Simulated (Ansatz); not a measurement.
# ZrTeSe monolayer, Janus under uniaxial strain along a, the zigzag direction, with the width clamped, part 2 of 2

Aim: how do the optical modes of ZrTeSe monolayer, Janus shift and split under this strain?

Ansatz 0.2.0; DFT PBE, scalar-relativistic, plane waves, PAW; PAW set soft_1.

So far, highest optical mode at the zone centre (no LO-TO term) (cm⁻¹): step 5 (zone-centre response at rest) 236.

### 7. Zone-centre modes of the member: uniaxial strain of +5 % along a, the zigzag direction, with the width clamped

The zone-centre modes follow for uniaxial strain of +5 % along a, the zigzag direction, with the width clamped.

input.yaml

```yaml
crystal:
  lattice:
    - [4.0834317891, 0.0, 0.0]
    - [-2.0417158946, 3.3679577751, 0.0]
    - [0.0, 0.0, 30.0]
  atoms:
    - { symbol: Zr, position: [-0.0013693658, -0.0027387316, 0.3368838432] }
    - { symbol: Se, position: [0.3380161661, 0.6760323321, 0.3844367705] }
    - { symbol: Te, position: [0.6633531997, 0.3267063995, 0.275346053] }
  periodic: [true, true, false]
kpoints:
  mp_grid: { grid: [12, 12, 1] }
hamiltonian:
  xc: pbe
  pseudopotentials: { kind: paw, azcp: { folder: soft_1 } }
scf:
  occupations: { method: methfessel_paxton, width: 0.2 }
output:
  eigenvalues: true
phonons:
  method: dfpt
```

Command:

```
$ ansatz run input.yaml --threads 4 --pin off --max-ram 16384MiB --backend cpu --events-out ev --progress --plain --runs-dir out
```

Numbers of over 12 decimals in the logs are rounded to 6 here.

The log of the run:

```text
zone centre: on kpoints.mp_grid the ground state, and the responses unless they are solved on pairs of k-points, stand on 43 of the mesh's 144 k-points, reduced under 2 symmetry operations, with k and −k counted as one. Each operation leaves every solved displacement unchanged or reverses it
[...]
Crystal: 3 atoms, lattice volume = 412.585 Å³
Basis set: ecut = 420 eV, 8105 PW (Γ), exchange–correlation on 60×60×432 points (8 copies of the dense FFT grid, shifted against one another)
Bands: 27, of which v1, the nominal top of the filled ones, is band 22 counted from 1 (21 counted from 0)
Symmetry: 2 space group operations
k-points: 43 of 144 (time reversal used)
[...]
SCF iter   1: F=—  HF=-16636.691100 eV  |F-HF|=—  |Δ(HF+E_count)|=         —  Δρ=1.51e-2  dr2=1.49e0  ethr=3.10e-3  ⟨swp⟩=12.7  Hψ=7607  notcnv=0
[...]
SCF iter  13: F=-16636.320807 eV  HF=-16636.320807 eV  |F-HF|=1.60e-10  |Δ(HF+E_count)|=  1.53e-10  S|Δr|=    0.00e0  Δρ=1.93e-8  dr2=4.19e-12  ethr=1.00e-12  ⟨swp⟩=8.2  Hψ=6107  notcnv=0
SCF 1 converged in 13 iterations: F = -16636.320807 eV  dr2 = 4.19e-12
[...]
SCF converged after 13 iterations
[...]
Free energy (F): -16636.320807 eV
[...]
Internal energy: -16636.323750 eV  (E = F + TS)
E sigma→0 (E₀):  -16636.321543 eV
Entropy (-TS):   0.002944 eV (0.981 meV/atom)
Fermi energy:    -4.899032 eV
[...]
--- Band table (eV; the first three rows and the last of 43) ---
  k-point 0: bands = [... 18 lower, -7.8006, -6.3905, -5.0690, -4.8183, -4.5553, -4.2877, -3.7452, -1.3129, ... 1 higher]
  k-point 1: bands = [... 18 lower, -7.9879, -6.2327, -5.4347, -5.4189, -4.2188, -4.1949, -3.5622, -1.5927, ... 1 higher]
  k-point 2: bands = [... 18 lower, -7.9726, -6.5134, -5.9430, -5.8550, -4.3074, -3.7481, -3.3381, -2.0019, ... 1 higher]
  k-point 42: bands = [... 18 lower, -8.0436, -7.6038, -7.1905, -6.6388, -3.9358, -3.4384, -3.2478, -1.9109, ... 1 higher]
[...]
ASR residual: 5.410e-5 → 0.000e0 eV/Å²; symmetrization residual: 4.381e-5 eV/Å²
  ASR residual per site (eV/Å²): 5.41e-5 2.49e-5 3.98e-5
  Γ frequencies (cm⁻¹): 0.00 0.00 0.00 84.05 87.53 133.99 135.16 150.17 223.81
[...]
```

The job ended after 2.7 min (4 threads of Arm Neoverse V2, shared host; peak memory 2 GiB).

Numbers from this step:

```yaml
sum_rule_residual_before_enforcement: 5.41e-5 eV/Å²
point_group: m
highest_optical_mode_at_the_zone_centre_no_lo_to_term: 223.8 cm⁻¹
lowest_optical_zone_centre_mode: 84.05 cm⁻¹
```

Patterns of degenerate modes are one choice out of their space. The modes at Γ (shares of kinetic energy by element, %):

```csv
mode,frequency (cm⁻¹),symmetry,Zr %,Se %,Te %
1,0.0,acoustic,31,27,43
2,0.0,acoustic,31,27,43
3,0.0,acoustic,31,27,43
4,84.0,A'',46,3,51
5,87.5,A',46,3,51
6,134.0,A'',23,70,6
7,135.2,A',23,70,7
8,150.2,A',2,51,47
9,223.8,A',67,22,10
```

The lowest optical mode is real, 84.0 cm⁻¹, and the highest lies at 223.8 cm⁻¹.

Between step 5 and this run (strain 5 %) the value for the highest optical mode at the zone centre (no LO-TO term) moves from 236 cm⁻¹ to 224 cm⁻¹ (-5 %).

### 8. A member of the series: uniaxial strain of -3 % along a, the zigzag direction, with the width clamped

The cell takes a uniaxial strain of -3 % along a, the zigzag direction, with the width clamped. The cell is held, and the atoms relax in it.

input.yaml, the sections that differ from step 7:

```yaml
crystal:
  lattice:
    - [3.7723131764, 0.0, 0.0]
    - [-1.8861565882, 3.3679577751, 0.0]
    - [0.0, 0.0, 30.0]
  atoms:
    - { symbol: Zr, position: [0.0003875083, 0.0007750167, 0.3367078085] }
    - { symbol: Se, position: [0.3312899606, 0.6625799212, 0.3867537389] }
    - { symbol: Te, position: [0.668322531, 0.3366450621, 0.2732051193] }
  periodic: [true, true, false]
output:
  forces: true
  stress: true
  eigenvalues: true
relax:
  adjacent_minimum: "off"
  f_tol: 0.001
  max_steps: 60
# kpoints, hamiltonian, scf: as in step 7
# phonons: removed
```

The log of the run:

```text
[...]
Crystal: 3 atoms, lattice volume = 381.150 Å³
Basis set: ecut = 420 eV, 7513 PW (Γ), exchange–correlation on 54×54×432 points (8 copies of the dense FFT grid, shifted against one another)
Bands: 27, of which v1, the nominal top of the filled ones, is band 22 counted from 1 (21 counted from 0)
Symmetry: 2 space group operations
[...]
--- Relaxed structure (5 steps of the walk, 4 accepted, 0 SCFs on fresh bases) ---
  F+E_penalty+E_count = -16636.35069082 eV   max|allowed force component| = 3.435e-4 eV/Å
  cell:  # Å, volume = 381.1497 Å³
    - [3.7723131764, 0.0, 0.0]
    - [-1.8861565882, 3.3679577751, 0.0]
    - [0.0, 0.0, 30.0]
  atoms:
    - { symbol: Zr, position: [0.00057872, 0.00115744, 0.336702] }
    - { symbol: Se, position: [0.330221, 0.660442, 0.387096] }
    - { symbol: Te, position: [0.669200, 0.338401, 0.272869] }
[key lines of the parts left out:]
SCF converged after 5 iterations
Free energy (F): -16636.350691 eV
Fermi energy:    -4.890805 eV
P = ½ c Tr σ = 0.8742 N/m
```

Wall time 53 s (4 threads); peak memory 0.92 GiB.

Step by step:

```csv
step,energy less that of the first step (eV),largest force component (eV/Å)
1,0.0000,0.0939
2,0.0017,0.1726
3,-0.0012,0.0065
4,-0.0012,0.0027
5,-0.0012,0.0003
```

Relaxation step 2 was tried and not accepted.

Forces are held to the 2 operations that the run works with; a distortion that breaks them can't arise in this run.

The atoms that moved most (Å):

```csv
atom,dx,dy,dz,length
Se2,0.000,-0.007,0.010,0.013
Te3,0.000,0.006,-0.010,0.012
```

The relaxed structure:

```xyz
3
Lattice="3.7723 0.0000 0.0000 -1.8862 3.3680 0.0000 0.0000 0.0000 30.0000" Properties=species:S:1:pos:R:3
Zr    0.0000    0.0039   10.1011
Se    0.0000    2.2243   11.6129
Te    1.8862    1.1397    8.1861
```

This step gave:

- area per atom: 4.235 Å²

The largest force component left is 0.34 meV/Å.

### 9. Zone-centre modes of the member: uniaxial strain of -3 % along a, the zigzag direction, with the width clamped

The zone-centre modes follow for uniaxial strain of -3 % along a, the zigzag direction, with the width clamped.

input.yaml, the sections that differ from step 8:

```yaml
crystal:
  lattice:
    - [3.7723131764, 0.0, 0.0]
    - [-1.8861565882, 3.3679577751, 0.0]
    - [0.0, 0.0, 30.0]
  atoms:
    - { symbol: Zr, position: [0.0005787196, 0.0011574392, 0.3367017303] }
    - { symbol: Se, position: [0.3302208068, 0.6604416137, 0.3870956973] }
    - { symbol: Te, position: [0.6692004736, 0.3384009471, 0.2728692391] }
  periodic: [true, true, false]
output:
  eigenvalues: true
phonons:
  method: dfpt
# kpoints, hamiltonian, scf: as in step 8
# relax: removed
```

The log of the run:

```text
[...]
Crystal: 3 atoms, lattice volume = 381.150 Å³
Basis set: ecut = 420 eV, 7513 PW (Γ), exchange–correlation on 54×54×432 points (8 copies of the dense FFT grid, shifted against one another)
Bands: 27, of which v1, the nominal top of the filled ones, is band 22 counted from 1 (21 counted from 0)
Symmetry: 2 space group operations
k-points: 43 of 144 (time reversal used)
[...]
k-point 2: bands = [... 18 lower, -7.3813, -6.5790, -6.1169, -5.2150, -4.3194, -3.2310, -3.2143, -1.8692, ... 1 higher]
  k-point 42: bands = [... 18 lower, -7.9782, -7.5476, -7.2950, -6.7015, -3.7989, -3.3469, -2.3290, -1.7635, ... 1 higher]
[...]
ASR residual: 5.180e-5 → 0.000e0 eV/Å²; symmetrization residual: 2.227e-5 eV/Å²
  ASR residual per site (eV/Å²): 5.18e-5 5.08e-5 2.49e-5
  Γ frequencies (cm⁻¹): 0.00 0.00 0.00 90.17 94.11 142.65 147.28 155.03 244.32
[...]
[key lines of the parts left out:]
SCF converged after 12 iterations
Free energy (F): -16636.350691 eV
Fermi energy:    -4.890810 eV
```

The job ended after 2.3 min (4 threads; peak memory 1.9 GiB; 9 min of CPU time).

This step gave:

* sum-rule residual before enforcement: 5.18e-5 eV/Å²
* highest optical mode at the zone centre (no LO-TO term): 244.3 cm⁻¹
* lowest optical zone-centre mode: 90.17 cm⁻¹

Patterns of degenerate modes are one choice out of their space. Modes at Γ, with each element's share of the kinetic energy:

```
mode  frequency (cm⁻¹)  symmetry  Zr %  Se %  Te %
   1               0.0  acoustic    31    27    43
   2               0.0  acoustic    31    27    43
   3               0.0  acoustic    31    27    43
   4              90.2       A''    36     9    55
   5              94.1        A'    31    13    56
   6             142.7       A''    33    65     2
   7             147.3        A'    38    61     1
   8             155.0        A'     3    48    49
   9             244.3        A'    66    25     9
```

The lowest optical mode is real, 90.2 cm⁻¹, and the highest lies at 244.3 cm⁻¹.

For the highest optical mode at the zone centre (no LO-TO term), step 5 gave 236 cm⁻¹; this run, with strain -3 %, gives 244 cm⁻¹ (+3 %).

### 10. All members side by side

The members are set side by side, also those not shown above.

Energies are extrapolated to zero smearing, and E0 is that at rest; the cell is clamped and the atoms are relaxed; all runs use 12×12×1 k points and Methfessel-Paxton smearing of 0.2 eV. State of the crystal along the series:

```
strain (%)  E - E0 (meV/atom)
        -3              6.058
        -2              2.812
        -1              0.769
         0                  0
         1              0.625
         2              2.607
         3              5.817
         4              10.19
         5              15.71
```

Optical modes are counted from below at rest and tracked from member to member by their patterns, and modes that stay within 0.3 cm⁻¹ of each other stand once; labels, where given, are those at rest, then, where named, those of the strained cell; the cell is clamped and the atoms are relaxed; all runs use 12×12×1 k points and Methfessel-Paxton smearing of 0.2 eV. Optical modes along the series:

| strain (%) | optical mode 1 E to A' single part (cm⁻¹) | optical mode 2 E to A'' single part (cm⁻¹) | optical mode 3 E to A' single part (cm⁻¹) | optical mode 4 E to A'' single part (cm⁻¹) | optical mode 5 A1 to A' (cm⁻¹) | optical mode 6 A1 to A' (cm⁻¹) |
| --- | --- | --- | --- | --- | --- | --- |
| -3 | 94.11 | 90.17 | 147.3 | 142.7 | 155 | 244.3 |
| -2 | 93.82 | 91.27 | 145.4 | 142.7 | 154 | 241.6 |
| -1 | 93.41 | 92.42 | 143.9 | 142.9 | 153.6 | 238.9 |
| 0 | 93.25 | 93.25 | 142.8 | 142.8 | 153.7 | 236.3 |
| 1 | 92.89 | 92.96 | 141.6 | 141.8 | 153.4 | 233.7 |
| 2 | 91.78 | 91.48 | 139.9 | 139.9 | 152.5 | 231 |
| 3 | 90.14 | 89.37 | 138.1 | 137.9 | 151.6 | 228.5 |
| 4 | 88.62 | 86.96 | 136.5 | 135.9 | 150.8 | 226.1 |
| 5 | 87.53 | 84.05 | 135.2 | 134 | 150.2 | 223.8 |

Value and slope at zero strain of a cubic (a lower polynomial where under five rows exist) through the rows within 2 % of rest. Slopes at rest:

| mode | frequency (cm⁻¹) | shift per percent of strain (cm⁻¹) |
| --- | --- | --- |
| optical mode 1 E to A' single part | 93.3 | -0.18 |
| optical mode 2 E to A'' single part | 93.2 | 0.34 |
| optical mode 3 E to A' single part | 142.8 | -1.08 |
| optical mode 4 E to A'' single part | 142.7 | -0.47 |
| optical mode 5 A1 to A' | 153.6 | -0.02 |
| optical mode 6 A1 to A' | 236.3 | -2.63 |

### 11. Summary of results

- members: 9
- highest optical mode at the zone centre (no LO-TO term), at rest: 236.3 cm⁻¹
- optical mode 3 E to A' single part, shift per percent: -1.08 cm⁻¹
- optical mode 4 E to A'' single part, shift per percent: -0.47 cm⁻¹
- optical mode 5 A1 to A', shift per percent: -0.02 cm⁻¹
- optical mode 6 A1 to A', shift per percent: -2.63 cm⁻¹

**Reading.** The strain lowers the symmetry: the level at 142.8 cm⁻¹ splits, into 135.2 and 134.0 cm⁻¹ at +5 %. Within 2 % of rest several modes bend away from a straight line, so single slopes hold only near rest. The fastest shift in the table of slopes is -2.6 cm⁻¹ for each percent (optical mode 6 A1 to A'). The width is clamped, so the contraction across the strain that a free sheet shows is left out. These are harmonic frequencies at zero temperature: anharmonic shifts, linewidths and thermal expansion are left out. Spin-orbit coupling is left out, which can matter for the heavy elements here. With no gap, or one that is small against the smearing, the frequencies hang on the k mesh and the smearing, most of all near Kohn anomalies. A semilocal functional can close a gap that the real compound would have, so the metallic treatment may be an artefact of the level. The starting cell was built on a prototype and not taken from a measurement. Only the zone centre was solved, so an instability at another wavevector cannot show here.

[Logs are printed without paths, hosts, clocks, repeated set-up lines and the standing remarks that a program may print on its own settings, such as how far it seeks lower states.]

[Hosts, paths, dates, database ids (printed as entryN), source tags and the programs' standing remarks are cut or masked in the printed files.]
